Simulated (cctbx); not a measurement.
# Absolute structure of Nb3InAg2O8

Space group P4_332 (no. 212), a = 9.2430 Å, b = 9.2430 Å, c = 9.2430 Å, α = 90.00°, β = 90.00°, γ = 90.00°.

```
atom  mult.       x       y       z  Ueq (Å²)
 In1      4     7/8     3/8     1/8    0.0045
 Ag1      8  0.9948  0.5052  0.4948    0.0047
 Nb1     12  0.8713  0.6213     7/8    0.0035
  O1     24  0.8985  0.6146  0.1118    0.0085
  O2      8  0.8846  0.1154  0.6154    0.0064
```

The model is made up (kin elements in a known structure type, no relaxation), so it says nothing on whether the phase exists.

Data sets are simulated with cctbx and refined with Bijvoet mates kept apart; Flack x is then fitted as the share of an inverted twin with the atoms fixed, Hooft y from the Bijvoet differences. The group has rotations alone, so the crystal has a hand.

Untwinned crystal. What Flack and Hooft values should come out?

```csv
λ (Å),extinction (unmodelled),d min (Å),top counts,error (%),model,R1,Flack x,s.u.,Hooft y,s.u.,pairs
0.71073,0,0.77,70000,4,as given,0.0071,0.05,0.03,0.028,0.028,90
1.54184,0,0.83,40000,1.5,as given,0.0065,0.010,0.011,0.002,0.011,69
```

With Mo Kα, x is within 3 s.u. of 0, so the hand is right. With Cu Kα, x is within 3 s.u. of 0, so the hand is right.

[Logs are printed without paths, hosts, clocks, repeated set-up lines and the standing remarks that a program may print on its own settings, such as how far it seeks lower states.]
